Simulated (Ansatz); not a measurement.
# Changed inputs in constrained RPA: MoF6 (Im-3m), part 2 of 2

Aim: hold the target of a cRPA run on MoF6 (Im-3m) and move one thing at a time.

Ansatz 0.2.0; constrained RPA on LDA, plane waves, PAW.

So far. Step 5 (Changed: smooth pair densities): On the Mo t2g shell, screening brings the on-site interaction from 12.4 eV down to U = 6.00 eV. Step 7 (Changed: r2SCAN): On the Mo t2g shell, screening brings the on-site interaction from 12.8 eV down to U = 6.35 eV.

## 8. Changed: potentials

This step: constrained RPA on LDA, plane waves, norm-conserving pseudopotentials.

input.yaml reads:

```yaml
crystal:
  lattice:
    - [-3.16734322, -3.16734322, 3.16734322]
    - [-3.16734322, 3.16734322, -3.16734322]
    - [3.16734322, -3.16734322, -3.16734322]
  atoms:
    - { symbol: Mo, position: [0.0, 0.0, 0.0] }
    - { symbol: F, position: [0.71067122, 0.71067122, 0.0] }
    - { symbol: F, position: [0.28932878, 0.28932878, 0.0] }
    - { symbol: F, position: [0.0, 0.28932878, 0.28932878] }
    - { symbol: F, position: [0.0, 0.71067122, 0.71067122] }
    - { symbol: F, position: [0.71067122, 0.0, 0.71067122] }
    - { symbol: F, position: [0.28932878, 0.0, 0.28932878] }
kpoints:
  mp_grid: { grid: [6, 6, 6] }
hamiltonian:
  xc: lda
  pseudopotentials: { kind: nc }
scf:
  occupations: { method: gaussian, width: 0.08 }
  n_extra_bands: 19
  max_iter: 150
  lower_state_search: "off"
output:
  crpa:
    kmesh: [4, 4, 4]
    target_bands: [c1, c3]
    projections: [{ species: Mo, l: d, shell: 4, orbitals: [dxz, dyz, dxy] }]
```

Started as:

```console
> ansatz run input.yaml --threads 4 --pin off --max-ram 9216MiB --backend cpu --events-out ev --progress --plain --runs-dir out
```

Numbers of over 12 decimals in the logs are rounded to 6 here.

Log:

```text
[...]
Crystal: 7 atoms, lattice volume = 127.100 Å³
Basis set: ecut = 1142.878222 eV, 11057 PW (Γ)
Bands: 47, of which v1, the nominal top of the filled ones, is band 28 counted from 1 (27 counted from 0)
Symmetry: 48 space group operations
[...]
k-points: 16 of 216
[...]
k-point 15: bands = [... 24 lower, -3.4130, -2.9793, -2.9793, -2.9793, 1.4662, 1.4662, 1.4662, 5.7293, ... 15 higher]
[...]
χ-basis size per q: N_G = 444..466
[...]
Site 0, 4D, 3 of 5 d orbitals (Wannier functions 1, 2, 3; wannier90's mr 2, 3, 5):
      screened: U = 5.9932 eV, U' = 5.2897 eV, J = 0.2887 eV
      screened, to within: U = 1.2e-2 eV, U' = 1.2e-2 eV, J = 5.5e-4 eV
      bare: V = 12.4494 eV, V' = 11.3520 eV, J = 0.4014 eV
[...]
[key lines of the parts left out:]
SCF converged after 8 iterations
Free energy (F): -5930.482381 eV
Fermi energy:    -0.803968 eV
```

Run time: 2.5 min. Hardware: 4 threads of Arm Neoverse V2, shared host; peak memory 2 GiB; 9.5 min of CPU time.

Numbers from this step:

* U: 5.993 eV
* U prime (inter-orbital): 5.290 eV
* J: 0.2887 eV
* bare V: 12.45 eV
* bare J: 0.4014 eV
* stated bound on U: 0.01152 eV
* U over bare V: 0.4814
* electrons in the window: 0
* head of the constrained inverse dielectric matrix: 0.5057
* least eigenvalue of the projection's overlap: 0.5724
* target functions: 3
* bands in the sums: 62
* width of the target bands: 0.1465 eV
* weight of the projected orbitals in the window: 0.5949

On the Mo t2g shell, screening brings the on-site interaction from 12.4 eV down to U = 5.99 eV.

## 9. Changed: volume +3 %

This step: constrained RPA on LDA, plane waves, PAW.

The cell differs from the one that the last finished run ended in (a 5.486 → 5.540 Å, b 5.486 → 5.540 Å, c 5.486 → 5.540 Å).

input.yaml, as its differences from that of step 8:

```diff
@@ -2,5 +2,5 @@
   lattice:
-    - [-3.16734322, -3.16734322, 3.16734322]
-    - [-3.16734322, 3.16734322, -3.16734322]
-    - [3.16734322, -3.16734322, -3.16734322]
+    - [-3.1987050935, -3.1987050935, 3.1987050935]
+    - [-3.1987050935, 3.1987050935, -3.1987050935]
+    - [3.1987050935, -3.1987050935, -3.1987050935]
   atoms:
@@ -17,3 +17,2 @@
   xc: lda
-  pseudopotentials: { kind: nc }
 scf:
@@ -28 +27,6 @@
     projections: [{ species: Mo, l: d, shell: 4, orbitals: [dxz, dyz, dxy] }]
+  local_orbitals:
+    kmesh: [8, 8, 8]
+    orbitals: [{ species: Mo, l: d, shell: 4, orbitals: [dxz, dyz, dxy] }]
+    window: { bands: [c1, c3] }
+    seedname: lo
```

Log:

```text
[...]
Crystal: 7 atoms, lattice volume = 130.913 Å³
Basis set: ecut = 420 eV, 2587 PW (Γ)
Bands: 47, of which v1, the nominal top of the filled ones, is band 28 counted from 1 (27 counted from 0)
Symmetry: 48 space group operations
[...]
k-points: 16 of 216
[...]
k-point 15: bands = [... 24 lower, -3.6901, -3.2416, -3.2416, -3.2416, 1.0239, 1.0239, 1.0239, 5.1304, ... 15 higher]
[...]
χ-basis size per q: N_G = 458..490
[...]
Site 0, 4D, 3 of 5 d orbitals (Wannier functions 1, 2, 3; wannier90's mr 2, 3, 5):
      screened: U = 5.9624 eV, U' = 5.2585 eV, J = 0.2873 eV
      screened, to within: U = 2.0e-2 eV, U' = 2.0e-2 eV, J = 4.7e-4 eV
      bare: V = 12.4080 eV, V' = 11.3098 eV, J = 0.4001 eV
[...]
[key lines of the parts left out:]
SCF converged after 7 iterations
Free energy (F): -9605.545807 eV
Fermi energy:    -1.152080 eV
```

Elapsed: 46 s, on 4 threads; peak memory 0.78 GiB.

This step gave:

```
U                                                 : 5.962 eV
U prime (inter-orbital)                           : 5.258 eV
J                                                 : 0.2873 eV
bare V                                            : 12.41 eV
bare J                                            : 0.4001 eV
stated bound on U                                 : 0.01913 eV
U over bare V                                     : 0.4805
electrons in the window                           : 0
head of the constrained inverse dielectric matrix : 0.5074
least eigenvalue of the projection's overlap      : 0.5752
target functions                                  : 3
bands in the sums                                 : 62
r.m.s. miss of the model bands                    : 4.05e-5 eV
width of the target bands                         : 0.1347 eV
weight of the projected orbitals in the window    : 0.5970
```

On the Mo t2g shell, screening brings the on-site interaction from 12.4 eV down to U = 5.96 eV.

## 10. Side by side

Times are wall times on 4 threads of Arm Neoverse V2, shared host, good to a factor of about two.

| run | bare V (eV) | U (eV) | J (eV) | bound on U (eV) | width (eV) | time |
| --- | --- | --- | --- | --- | --- | --- |
| target window | 12.45 | 5.990 | 0.289 | 0.0188 | 0.15 | 36 s |
| 2×2×2 mesh | 12.54 | 6.011 | 0.289 | 0.0201 | 0.15 | 6.5 s |
| accuracy high | 12.45 | 5.991 | 0.289 | 0.0009 | 0.15 | 63 s |
| smooth pair densities | 12.45 | 6.001 | 0.294 | 0.0021 | 0.15 | 48 s |
| r2SCAN | 12.82 | 6.348 | 0.312 | 0.0169 | 0.13 | 64 s |
| potentials | 12.45 | 5.993 | 0.289 | 0.0115 | 0.15 | 2.5 min |
| volume +3 % | 12.41 | 5.962 | 0.287 | 0.0191 | 0.13 | 46 s |

## 11. Results

```json
{
  "target window": "U 5.99 eV, J 0.29 eV",
  "2×2×2 mesh": "U 6.01 eV, J 0.29 eV",
  "accuracy high": "U 5.99 eV, J 0.29 eV",
  "smooth pair densities": "U 6.00 eV, J 0.29 eV",
  "r2SCAN": "U 6.35 eV, J 0.31 eV",
  "potentials": "U 5.99 eV, J 0.29 eV",
  "volume +3 %": "U 5.96 eV, J 0.29 eV"
}
```

2×2×2 mesh moves U by +0.02 eV (within the solver's bounds, for the mean over orbitals) at 0.18 times the time. Accuracy high moves U by +0.001 eV (within the solver's bounds, for the mean over orbitals). Smooth pair densities moves U by +0.01 eV (within the solver's bounds, for the mean over orbitals). r2SCAN moves U by +0.36 eV. Potentials moves U by +0.003 eV (within the solver's bounds, for the mean over orbitals) at 4.2 times the time. Volume +3 % moves U by −0.03 eV (within the solver's bounds, for the mean over orbitals). The printed bound covers the solver alone, not the mesh, and no denser mesh than the base was run. The parent state is non-magnetic and the interaction static (zero frequency); U depends on the window and the orbitals, so it belongs to this model alone.

[Paths, hosts, dates, memory and timing lines, banners, echoed tables and standing remarks are left out of the program output.]

[Logs are printed without paths, hosts, clocks, repeated set-up lines and the standing remarks that a program may print on its own settings, such as how far it seeks lower states.]

[Runs of the session that timed out or met a known fault of the program may be left out.]

[Hosts, paths, dates, database ids (printed as entryN), source tags and the programs' standing remarks are cut or masked in the printed files.]
